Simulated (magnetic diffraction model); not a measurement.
# Solving a magnetic structure from powder neutron data: FeBiS4

Space group Pna2_1 (no. 33), a = 7.2320 Å, b = 12.1630 Å, c = 6.7570 Å.

| site | atom | x | y | z |
| --- | --- | --- | --- | --- |
| 4a | Bi | 0.4012 | 0.3695 | 0.2453 |
| 4a | Fe | 0.9184 | 0.6207 | 0.2490 |
| 4a | S | 0.8614 | 0.5151 | 0.5896 |
| 4a | S | 0.6304 | 0.5100 | 0.0923 |
| 4a | S | 1/8 | 0.2627 | 0.4153 |
| 4a | S | 0.3591 | 0.2568 | 0.9276 |

The compound is invented for this exercise: a known structure type with other elements, its cell scaled to their sizes and not relaxed.

Only Fe is taken to order (form factors of Fe3+); orders and moment sizes are assumed, and not adapted to the symmetry. Radiation: neutrons of λ = 2.36 Å, 8° to 40°; isotropic B of 0.45 Å² (Bi), 0.71 Å² (Fe) and 0.79 Å² (S). The intensities are simulated: I ∝ L Σ (|F_N|² + |F_M⊥|²) for unpolarised neutrons, with F_M = 2.695 fm/μB × Σ f(s) S exp(2πi Q·r) exp(−B s²) at Q = H ± k (one set where k and −k are equivalent), only the part normal to Q counting and L = 1/(sin²θ cos θ). For collinear order S is the moment m, which repeats by lattice and centring translations R with the sign exp(−2πi k·R). Form factors are spin-only for 3d ions and dipole or tabulated for f ions, scattering lengths are Sears's of 1992, and absorption is left out. A label names one of the reflections at its angle. The strongest nuclear line in the range is 100, and lines under 0.2 are left out.

Above the ordering temperature:

```csv
2θ (°),index,I
21.89,(1 1 0),0.9
29.37,(1 2 0),39.6
35.86,(1 2 1),100.0
38.09,(2 0 0),4.3
39.68,(0 3 1),0.7
```

Below it (cell unchanged):

| 2θ (°) | I |
| --- | --- |
| 16.73 | 3.4 |
| 19.60 | 6.4 |
| 20.89 | 2.2 |
| 21.89 | 0.9 |
| 25.26 | 20.8 |
| 26.28 | 1.1 |
| 28.07 | 1.8 |
| 28.23 | 2.8 |
| 29.37 | 39.6 |
| 32.50 | 14.3 |
| 33.99 | 9.6 |
| 34.78 | 1.5 |
| 35.86 | 100.0 |
| 38.09 | 4.3 |
| 38.53 | 7.5 |
| 39.68 | 0.7 |
| 39.70 | 3.8 |
| 39.81 | 9.6 |

**Question.** Find the propagation vector, then choose among these models:
A. collinear moments along [101], 4.05 μB on Fe; signs + at (0.9184, 0.6207, 0.2490), + at (0.0816, 0.3793, 0.7490), + at (0.5816, 0.1207, 0.7490), + at (0.4184, 0.8793, 0.2490)
B. collinear moments along [001], 4.05 μB on Fe; signs + at (0.9184, 0.6207, 0.2490), + at (0.0816, 0.3793, 0.7490), + at (0.5816, 0.1207, 0.7490), + at (0.4184, 0.8793, 0.2490)
C. collinear moments along [101], 4.05 μB on Fe; signs + at (0.9184, 0.6207, 0.2490), + at (0.0816, 0.3793, 0.7490), − at (0.5816, 0.1207, 0.7490), − at (0.4184, 0.8793, 0.2490)
D. collinear moments along [001], 4.05 μB on Fe; signs + at (0.9184, 0.6207, 0.2490), + at (0.0816, 0.3793, 0.7490), − at (0.5816, 0.1207, 0.7490), − at (0.4184, 0.8793, 0.2490)

The new lines index as (0 3/2 0) at 16.73°, (1 1/2 0) at 19.60°, (0 1/2 1) at 20.89° and (1 3/2 0) at 25.26°, that is as H ± k with k = (0 1/2 0). Half indices mean that the moments reverse under translations with k·R a half-integer, and the magnetic cell has twice the primitive volume. Below the range, at 5.56°, lies the magnetic line (0 1/2 0) with 229.

Magnetic intensity, observed (below minus above) and for each model:

| 2θ (°) | index | observed | A | B | C | D |
| --- | --- | --- | --- | --- | --- | --- |
| 16.73 | (0 3/2 0) | 3.4 | 3.4 | 3.4 | 25.2 | 25.2 |
| 19.60 | (1 1/2 0) | 6.4 | 3.3 | 6.4 | 17.6 | 34.6 |
| 20.89 | (0 1/2 1) | 2.2 | 17.1 | 2.2 | 3.2 | 0.4 |
| 25.26 | (1 3/2 0) | 20.8 | 14.6 | 20.8 | 2.0 | 2.8 |
| 26.28 | (0 3/2 1) | 1.1 | 1.9 | 1.1 | 13.8 | 7.8 |
| 28.23 | (1 1/2 1) | 2.8 | 3.0 | 2.8 | 16.2 | 15.1 |
| 32.50 | (1 3/2 1) | 14.3 | 14.9 | 14.3 | 2.0 | 1.9 |
| 33.99 | (1 5/2 0) | 9.6 | 8.0 | 9.6 | 2.0 | 2.4 |

Model B matches.

The structure used: k = (0 1/2 0), collinear moments along [001], 4.05 μB on Fe; signs + at (0.9184, 0.6207, 0.2490), + at (0.0816, 0.3793, 0.7490), + at (0.5816, 0.1207, 0.7490), + at (0.4184, 0.8793, 0.2490).

[Logs are printed without paths, hosts, clocks, repeated set-up lines and the standing remarks that a program may print on its own settings, such as how far it seeks lower states.]
